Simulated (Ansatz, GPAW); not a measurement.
# A 4-layer slab of Cu(100) in an electric field, part 2 of 2

Aim: the dipole that a field along the normal induces in a 4-layer slab of Cu(100).

GPAW 26.7.0 and Ansatz 0.2.0; Ansatz plane waves; slab in vacuum with a dipole correction, relaxation (the session's first sound run).

So far, upper work function (eV): step 2 (relaxation) 4.57.

## 3. Plane waves, PBE

The work function is the vacuum plateau of the electrostatic potential less the Fermi level; a dipole layer lets the two faces have plateaus of their own.

This step: GPAW, PAW setups; slab in vacuum (GPAW 26.7.0).

run.py reads:

```python
import json
import numpy as np
from ase import Atoms
from gpaw import GPAW, PW

slab = Atoms(
    ['Cu', 'Cu', 'Cu', 'Cu'],
    positions=[
        [1.27633, 1.27633, 8.00000],
        [0.00000, 0.00000, 9.80500],
        [1.27633, 1.27633, 11.64160],
        [-0.00000, 0.00000, 13.41872]],
    cell=[[2.55266, 0.0, 0.0], [0.0, 2.55266, 0.0], [0.0, 0.0, 21.415]],
    pbc=[True, True, False])

slab.calc = GPAW(mode=PW(400), xc='PBE', kpts={'size': (12, 12, 1), 'gamma': True},
                 occupations={'name': 'fermi-dirac', 'width': 0.1}, nbands='160%',
                 convergence={'density': 1e-05}, maxiter=200,
                 poissonsolver={'dipolelayer': 'xy'},
                 symmetry={'tolerance': 1e-3}, txt='slab.txt')
result = {}
energy = slab.get_potential_energy()
fermi = slab.calc.get_fermi_level()
v = slab.calc.get_electrostatic_potential().mean((0, 1)) - fermi
n = slab.calc.get_pseudo_density().mean((0, 1))
L = slab.cell[2, 2]
z = np.arange(len(v)) * L / len(v)
low, high = slab.positions[:, 2].min(), slab.positions[:, 2].max()
below, above = np.interp([low - 5.8, high + 5.8], z, v)
slopes = [np.interp(x, z, np.gradient(v, z)) for x in (low - 5.8, high + 5.8)]
eps = np.array([[slab.calc.get_eigenvalues(k, s) for k in range(len(slab.calc.get_ibz_k_points()))]
                for s in range(slab.calc.get_number_of_spins())]) - fermi
top, bottom = eps[eps < 0].max(), eps[eps > 0].min()
dipole = slab.get_dipole_moment()[2]
print(f'energy {energy:.4f} eV, Fermi level {fermi:.4f} eV, dipole {dipole:.5f} e A')
print(f'potential 5.8 A off the faces, from the Fermi level: lower {below:.4f} eV, upper {above:.4f} eV')
print(f'slope of the potential there: lower {slopes[0]:.5f}, upper {slopes[1]:.5f} eV/A')
print(f'nearest levels on the mesh: {top:.4f} and {bottom:.4f} eV')
print('magnetic moment', round(slab.get_magnetic_moment(), 3))
result.update(energy=energy, fermi=fermi, dipole=dipole, below=below, above=above, slopes=slopes, edges=[top, bottom],
              z=z.tolist(), v=v.tolist(), n=n.tolist(), positions=slab.positions.tolist(),
              forces=slab.get_forces(apply_constraint=False).tolist(), moments=slab.get_magnetic_moments().tolist())
json.dump(result, open('result.json', 'w'))
```

On the command line:

```sh
> OMP_NUM_THREADS=1 OPENBLAS_NUM_THREADS=1 python run.py
```

The program printed:

```text
energy -12.9809 eV, Fermi level -0.2427 eV, dipole 0.00040 e A
potential 5.8 A off the faces, from the Fermi level: lower 4.5685 eV, upper 4.5571 eV
slope of the potential there: lower -0.00018, upper 0.00018 eV/A
nearest levels on the mesh: -0.0176 and 0.0700 eV
magnetic moment 0.0
```

Wall time 29 s (1 thread of Intel Xeon 6975P-C (Granite Rapids), shared host); peak memory 0.2 GiB.

Numbers from this step:

```
dipole along the normal                    : 3.99e-4 e·Å
levels nearest the Fermi level on the mesh : -0.01763, 0.06996 eV from the Fermi level
upper work function                        : 4.557 eV
lower work function                        : 4.569 eV
```

The electrostatic potential energy of an electron (without an applied field's), less the Fermi level, planar mean oscillates, so the rows of the table below give means over windows of 1 Å about each position, cut where the curve ends. Its maxima inside the range that stand out by 2 % of the span (Å: eV): 8.9: -1.55, 10.7: -1.37, 12.5: -1.81. Its minima: 8.0: -15.8, 9.9: -16.0, 11.7: -16.1, 13.4: -15.8.

Electrostatic potential energy of an electron (without an applied field's), less the Fermi level, planar mean against z; means over each step:

```csv
z (Å),"electrostatic potential energy of an electron (without an applied field's), less the Fermi level, planar mean (eV)"
0,4.57
1,4.57
2,4.57
3,4.57
4,4.57
5,4.54
6,4.27
7,0.863
8,-11.7
9,-4.24
10,-11.2
11,-5.50
12,-9.48
13,-8.50
14,-5.04
15,3.71
16,4.49
17,4.55
18,4.56
19,4.56
20,4.56
21,4.56
```

Table of pseudo valence density, planar mean by z:

```csv
z (Å),"pseudo valence density, planar mean (e/Å³)"
0.00,0
0.64,0
1.07,0
1.71,0
2.36,0
2.78,2.9e-6
3.43,1.3e-5
4.07,6.2e-5
4.50,1.8e-4
5.14,9.0e-4
5.78,0.00454
6.21,0.0134
6.85,0.0697
7.50,0.502
7.92,2.03
8.57,0.470
9.21,0.428
9.64,1.74
10.28,0.612
10.92,0.338
11.56,2.03
11.99,0.970
12.63,0.332
13.28,1.84
13.71,1.20
14.35,0.130
14.99,0.0234
15.42,0.00791
16.06,0.00156
16.70,3.1e-4
17.13,1.1e-4
17.77,2.2e-5
18.42,5.2e-6
18.85,2.3e-6
19.49,0
20.13,0
20.56,0
21.20,0
```

Force by atom:

```csv
atom,x (eV/Å),y (eV/Å),z (eV/Å),size
Cu1,0.000,0.000,0.043,0.043
Cu2,0.000,0.000,-0.101,0.101
Cu3,0.000,0.000,-0.008,0.008
Cu4,0.000,0.000,0.066,0.066
```

The potential is flat to 1.8e-4 eV/Å where it is read, so the vacuum is wide enough. The geometry is the other program's minimum; here the largest force on a free atom is 0.066 eV/Å.

## 4. Field on

A uniform field along the normal polarises the slab; the atoms stay fixed, so this is the electronic response alone.

Edit run.py of step 3 so:

```diff
@@ -4,2 +4,3 @@
 from gpaw import GPAW, PW
+from gpaw.external import ConstantElectricField
 
@@ -19,2 +20,3 @@
                  poissonsolver={'dipolelayer': 'xy'},
+                 external=ConstantElectricField(-0.2, [0, 0, 1]),
                  symmetry={'tolerance': 1e-3}, txt='slab.txt')
```

The program printed:

```text
energy -12.9869 eV, Fermi level -0.2458 eV, dipole -0.06111 e A
potential 5.8 A off the faces, from the Fermi level: lower 3.7198 eV, upper 5.4167 eV
slope of the potential there: lower -0.00016, upper 0.00022 eV/A
nearest levels on the mesh: -0.0127 and 0.0695 eV
magnetic moment 0.0
```

Run time: 2 min. Hardware: 1 thread; peak memory 0.31 GiB.

This step gave:

* dipole along the normal: -0.06111 e·Å
* levels nearest the Fermi level on the mesh: -0.01268, 0.06952 eV from the Fermi level
* potential below the slab, the applied field's own ramp left out: 3.720 eV from the Fermi level
* potential above the slab, the applied field's own ramp left out: 5.417 eV from the Fermi level

The electrostatic potential energy of an electron (without an applied field's), less the Fermi level, planar mean oscillates, so the rows of the table below give means over windows of 1 Å about each position, cut where the curve ends. Its maxima inside the range that stand out by 2 % of the span (Å: eV): 8.9: -1.91, 10.7: -1.37, 12.5: -1.45, 20.9: 5.42. Its minima: 8.0: -16.3, 9.9: -16.2, 11.7: -15.9, 13.4: -15.3.

The electrostatic potential energy of an electron (without an applied field's), less the Fermi level, planar mean by z; means over each step:

```csv
z (Å),"electrostatic potential energy of an electron (without an applied field's), less the Fermi level, planar mean (eV)"
0,4.04
1,3.72
2,3.72
3,3.72
4,3.72
5,3.70
6,3.45
7,0.131
8,-12.3
9,-4.58
10,-11.3
11,-5.44
12,-9.22
13,-8.05
14,-4.38
15,4.51
16,5.34
17,5.41
18,5.42
19,5.42
20,5.42
21,5.31
```

Force by atom:

```csv
atom,x (eV/Å),y (eV/Å),z (eV/Å),size
Cu1,0.000,0.000,0.045,0.045
Cu2,0.000,0.000,-0.103,0.103
Cu3,0.000,0.000,-0.011,0.011
Cu4,0.000,0.000,0.070,0.070
```

The dipole is now -0.0611 e Å, against 4.0e-4 in the run without a field.

## 5. In a field

Edit run.py of step 4 so:

```diff
@@ -20,3 +20,3 @@
                  poissonsolver={'dipolelayer': 'xy'},
-                 external=ConstantElectricField(-0.2, [0, 0, 1]),
+                 external=ConstantElectricField(-0.1, [0, 0, 1]),
                  symmetry={'tolerance': 1e-3}, txt='slab.txt')
```

The program printed:

```text
energy -12.9824 eV, Fermi level -0.2435 eV, dipole -0.03034 e A
potential 5.8 A off the faces, from the Fermi level: lower 4.1429 eV, upper 4.9855 eV
slope of the potential there: lower -0.00017, upper 0.00020 eV/A
nearest levels on the mesh: -0.0152 and 0.0699 eV
magnetic moment 0.0
```

It took 1.9 min on 1 thread; peak memory 0.31 GiB.

This step gave:

```yaml
dipole_along_the_normal: -0.03034 e·Å
levels_nearest_the_fermi_level_on_the_mesh: -0.01524, 0.06994 eV from the Fermi level
potential_below_the_slab_the_applied_field_s_own_ramp_left_out: 4.143 eV from the Fermi level
potential_above_the_slab_the_applied_field_s_own_ramp_left_out: 4.986 eV from the Fermi level
```

The electrostatic potential energy of an electron (without an applied field's), less the Fermi level, planar mean oscillates, so the rows of the table below give means over windows of 1 Å about each position, cut where the curve ends. Its maxima inside the range that stand out by 2 % of the span (Å: eV): 8.9: -1.73, 10.7: -1.37, 12.5: -1.63. Its minima: 8.0: -16.1, 9.9: -16.1, 11.7: -16.0, 13.4: -15.5.

Table of electrostatic potential energy of an electron (without an applied field's), less the Fermi level, planar mean by z; means over each step:

z (Å), electrostatic potential energy of an electron (without an applied field's), less the Fermi level, planar mean (eV) and a bar from the least value:
```
        0        4.3 #############################
        1        4.1 #############################
        2        4.1 #############################
        3        4.1 #############################
        4        4.1 #############################
        5        4.1 ############################
        6        3.9 ############################
        7        0.5 ######################
        8      -12.0 
        9       -4.4 #############
       10      -11.2 #
       11       -5.5 ############
       12       -9.4 #####
       13       -8.3 #######
       14       -4.7 #############
       15        4.1 ############################
       16        4.9 ##############################
       17        5.0 ##############################
       18        5.0 ##############################
       19        5.0 ##############################
       20        5.0 ##############################
       21        4.9 ##############################
```

Force by atom:

```csv
atom,x (eV/Å),y (eV/Å),z (eV/Å),size
Cu1,0.000,0.000,0.044,0.044
Cu2,0.000,0.000,-0.102,0.102
Cu3,0.000,0.000,-0.009,0.009
Cu4,0.000,0.000,0.068,0.068
```

The dipole is now -0.0303 e Å, against 4.0e-4 in the run without a field.

## 6. In a field

Edit run.py of step 5 so:

```diff
@@ -20,3 +20,3 @@
                  poissonsolver={'dipolelayer': 'xy'},
-                 external=ConstantElectricField(-0.1, [0, 0, 1]),
+                 external=ConstantElectricField(-0.05, [0, 0, 1]),
                  symmetry={'tolerance': 1e-3}, txt='slab.txt')
```

The program printed:

```text
energy -12.9812 eV, Fermi level -0.2430 eV, dipole -0.01500 e A
potential 5.8 A off the faces, from the Fermi level: lower 4.3551 eV, upper 4.7716 eV
slope of the potential there: lower -0.00018, upper 0.00019 eV/A
nearest levels on the mesh: -0.0170 and 0.0700 eV
magnetic moment 0.0
```

Elapsed: 3.3 min, on 1 thread; peak memory 0.31 GiB.

## 7. Field on

Edit run.py of step 6 so:

```diff
@@ -20,3 +20,3 @@
                  poissonsolver={'dipolelayer': 'xy'},
-                 external=ConstantElectricField(-0.05, [0, 0, 1]),
+                 external=ConstantElectricField(0.05, [0, 0, 1]),
                  symmetry={'tolerance': 1e-3}, txt='slab.txt')
```

The program printed:

```text
energy -12.9813 eV, Fermi level -0.2428 eV, dipole 0.01578 e A
potential 5.8 A off the faces, from the Fermi level: lower 4.7821 eV, upper 4.3438 eV
slope of the potential there: lower -0.00011, upper 0.00017 eV/A
nearest levels on the mesh: -0.0185 and 0.0699 eV
magnetic moment 0.0
```

It took 1.9 min on 1 thread; peak memory 0.31 GiB.

Electrostatic potential energy of an electron (without an applied field's), less the Fermi level, planar mean against z:

```csv
z (Å),"electrostatic potential energy of an electron (without an applied field's), less the Fermi level, planar mean (eV)"
0.0,4.56
0.5,4.78
1.0,4.78
1.5,4.78
2.0,4.78
2.5,4.78
3.0,4.78
3.5,4.78
4.0,4.78
4.5,4.78
5.0,4.76
5.5,4.71
6.0,4.55
6.5,3.97
7.0,1.90
7.5,-5.46
8.0,-15.6
8.5,-5.92
9.0,-1.78
9.5,-11.1
10.0,-13.7
10.5,-2.70
11.0,-3.50
11.5,-14.8
12.0,-9.85
12.5,-2.00
13.0,-8.11
13.5,-15.5
14.0,-3.98
14.5,2.06
15.0,3.71
15.5,4.16
16.0,4.29
16.5,4.33
17.0,4.34
17.5,4.34
18.0,4.34
18.5,4.34
19.0,4.34
19.5,4.34
20.0,4.34
20.5,4.34
21.0,4.35
```

## 8. In a field

Edit run.py of step 7 so:

```diff
@@ -20,3 +20,3 @@
                  poissonsolver={'dipolelayer': 'xy'},
-                 external=ConstantElectricField(0.05, [0, 0, 1]),
+                 external=ConstantElectricField(0.1, [0, 0, 1]),
                  symmetry={'tolerance': 1e-3}, txt='slab.txt')
```

The program printed:

```text
energy -12.9824 eV, Fermi level -0.2435 eV, dipole 0.03113 e A
potential 5.8 A off the faces, from the Fermi level: lower 4.9964 eV, upper 4.1320 eV
slope of the potential there: lower -0.00021, upper 0.00017 eV/A
nearest levels on the mesh: -0.0203 and 0.0695 eV
magnetic moment 0.0
```

Elapsed: 1.9 min, on 1 thread; peak memory 0.31 GiB.

Table of electrostatic potential energy of an electron (without an applied field's), less the Fermi level, planar mean by z:

```csv
z (Å),"electrostatic potential energy of an electron (without an applied field's), less the Fermi level, planar mean (eV)"
0.0,4.56
0.5,5.00
1.0,5.00
1.5,5.00
2.0,5.00
2.5,5.00
3.0,5.00
3.5,5.00
4.0,4.99
4.5,4.99
5.0,4.98
5.5,4.93
6.0,4.76
6.5,4.17
7.0,2.09
7.5,-5.29
8.0,-15.4
8.5,-5.81
9.0,-1.69
9.5,-11.0
10.0,-13.7
10.5,-2.69
11.0,-3.52
11.5,-14.8
12.0,-9.92
12.5,-2.08
13.0,-8.23
13.5,-15.7
14.0,-4.15
14.5,1.87
15.0,3.51
15.5,3.96
16.0,4.08
16.5,4.12
17.0,4.13
17.5,4.13
18.0,4.13
18.5,4.13
19.0,4.13
19.5,4.13
20.0,4.13
20.5,4.13
21.0,4.14
```

The dipole is now 0.0311 e Å, against 4.0e-4 in the run without a field.

## 9. In a field

Edit run.py of step 8 so:

```diff
@@ -20,3 +20,3 @@
                  poissonsolver={'dipolelayer': 'xy'},
-                 external=ConstantElectricField(0.1, [0, 0, 1]),
+                 external=ConstantElectricField(0.2, [0, 0, 1]),
                  symmetry={'tolerance': 1e-3}, txt='slab.txt')
```

The program printed:

```text
energy -12.9871 eV, Fermi level -0.2457 eV, dipole 0.06192 e A
potential 5.8 A off the faces, from the Fermi level: lower 5.4277 eV, upper 3.7082 eV
slope of the potential there: lower -0.00021, upper 0.00016 eV/A
nearest levels on the mesh: -0.0222 and 0.0687 eV
magnetic moment 0.0
```

Elapsed: 1.7 min, on 1 thread; peak memory 0.31 GiB.

Electrostatic potential energy of an electron (without an applied field's), less the Fermi level, planar mean against z:

z (Å), electrostatic potential energy of an electron (without an applied field's), less the Fermi level, planar mean (eV) and a bar from the least value:
```
      0.0        4.6 #############################
      0.5        5.4 ##############################
      1.0        5.4 ##############################
      1.5        5.4 ##############################
      2.0        5.4 ##############################
      2.5        5.4 ##############################
      3.0        5.4 ##############################
      3.5        5.4 ##############################
      4.0        5.4 ##############################
      4.5        5.4 ##############################
      5.0        5.4 ##############################
      5.5        5.4 ##############################
      6.0        5.2 ##############################
      6.5        4.6 #############################
      7.0        2.5 ##########################
      7.5       -5.0 ###############
      8.0      -15.2 #
      8.5       -5.6 ###############
      9.0       -1.5 ####################
      9.5      -10.9 #######
     10.0      -13.6 ###
     10.5       -2.7 ###################
     11.0       -3.5 #################
     11.5      -14.9 ##
     12.0      -10.0 ########
     12.5       -2.3 ###################
     13.0       -8.5 ###########
     13.5      -16.0 
     14.0       -4.5 ################
     14.5        1.5 ########################
     15.0        3.1 ###########################
     15.5        3.5 ###########################
     16.0        3.7 ############################
     16.5        3.7 ############################
     17.0        3.7 ############################
     17.5        3.7 ############################
     18.0        3.7 ############################
     18.5        3.7 ############################
     19.0        3.7 ############################
     19.5        3.7 ############################
     20.0        3.7 ############################
     20.5        3.7 ############################
     21.0        3.7 ############################
```

The dipole is now 0.0619 e Å, against 4.0e-4 in the run without a field.

## 10. In a field

Edit run.py of step 9 so:

```diff
@@ -20,3 +20,3 @@
                  poissonsolver={'dipolelayer': 'xy'},
-                 external=ConstantElectricField(0.2, [0, 0, 1]),
+                 external=ConstantElectricField(0.3, [0, 0, 1]),
                  symmetry={'tolerance': 1e-3}, txt='slab.txt')
```

The program printed:

```text
energy -12.9948 eV, Fermi level -0.2497 eV, dipole 0.09272 e A
potential 5.8 A off the faces, from the Fermi level: lower 5.8623 eV, upper 3.2874 eV
slope of the potential there: lower -0.00028, upper 0.00015 eV/A
nearest levels on the mesh: -0.0244 and 0.0674 eV
magnetic moment 0.0
```

Wall time 2.1 min (1 thread); peak memory 0.31 GiB.

The dipole is now 0.0927 e Å, against 4.0e-4 in the run without a field.

## 11. The series

The members are put on one axis.

This step: induced dipole against applied field (GPAW 26.7.0).

Table of dipole along the normal by field:

```csv
field (V/Å),dipole along the normal (e·Å)
-0.200,-0.0611
-0.100,-0.0303
-0.050,-0.0150
0.000,4.0e-4
0.050,0.0158
0.100,0.0311
0.200,0.0619
0.300,0.0927
```

## 12. A changed run

One more run, with changed settings.

This step: GPAW, PAW setups; slab in vacuum (GPAW 26.7.0).

Edit run.py of step 10 so:

```diff
@@ -4,3 +4,2 @@
 from gpaw import GPAW, PW
-from gpaw.external import ConstantElectricField
 
@@ -18,5 +17,4 @@
                  occupations={'name': 'fermi-dirac', 'width': 0.1}, nbands='160%',
-                 convergence={'density': 1e-05}, maxiter=200,
+                 convergence={'density': 1e-05}, maxiter=50,
                  poissonsolver={'dipolelayer': 'xy'},
-                 external=ConstantElectricField(0.3, [0, 0, 1]),
                  symmetry={'tolerance': 1e-3}, txt='slab.txt')
@@ -30,4 +28,4 @@
 low, high = slab.positions[:, 2].min(), slab.positions[:, 2].max()
-below, above = np.interp([low - 5.8, high + 5.8], z, v)
-slopes = [np.interp(x, z, np.gradient(v, z)) for x in (low - 5.8, high + 5.8)]
+below, above = np.interp([low - 1.0, high + 1.0], z, v)
+slopes = [np.interp(x, z, np.gradient(v, z)) for x in (low - 1.0, high + 1.0)]
 eps = np.array([[slab.calc.get_eigenvalues(k, s) for k in range(len(slab.calc.get_ibz_k_points()))]
@@ -37,3 +35,3 @@
 print(f'energy {energy:.4f} eV, Fermi level {fermi:.4f} eV, dipole {dipole:.5f} e A')
-print(f'potential 5.8 A off the faces, from the Fermi level: lower {below:.4f} eV, upper {above:.4f} eV')
+print(f'potential 1.0 A off the faces, from the Fermi level: lower {below:.4f} eV, upper {above:.4f} eV')
 print(f'slope of the potential there: lower {slopes[0]:.5f}, upper {slopes[1]:.5f} eV/A')
```

The program printed:

```text
energy -12.9809 eV, Fermi level -0.2427 eV, dipole 0.00040 e A
potential 1.0 A off the faces, from the Fermi level: lower 1.7197 eV, upper 1.7116 eV
slope of the potential there: lower -7.39382, upper 7.38799 eV/A
nearest levels on the mesh: -0.0176 and 0.0700 eV
magnetic moment 0.0
```

The job ended after 29 s (1 thread; peak memory 0.2 GiB).

The run finished. A setting was moved off its sound value on purpose, so it serves as a test and not as the result.

The fault put into the input: the potential probed 1 A off the face (probe = 1.0).

## 13. Results

```
work function, upper and lower face            : 4.557 and 4.569 eV
dipole along the normal                        : 4.0e-4 e Å
induced dipole per field                       : 0.308 e Å per V/Å
out-of-plane polarisability per area, α/(ε0 A) : 8.54 Å
```

What this shows: The field induces 0.308 e Å per V/Å, a polarisable thickness α/(ε0 A) of 8.54 Å beside 5.42 Å between the outermost nuclei. A perfect conductor would give the distance between its two image planes; a dielectric of thickness t gives t(1 - 1/ε). The induced dipole is linear in the field over this range. The small printed dipole stands for a step of -11 meV from the lower to the upper face, and the probes find -11 meV; values this small are near the numerical noise of both. The slab is only 5.4 Å thick between its outer nuclei, so the values belong to this film more than to the surface of the bulk metal. The in-plane lattice was kept as typed, which isn't the functional's own and leaves some strain; spin-orbit coupling and temperature are left out.

[Logs are printed without paths, hosts, clocks, repeated set-up lines and the standing remarks that a program may print on its own settings, such as how far it seeks lower states.]

[Hosts, paths, dates, database ids (printed as entryN), source tags and the programs' standing remarks are cut or masked in the printed files.]
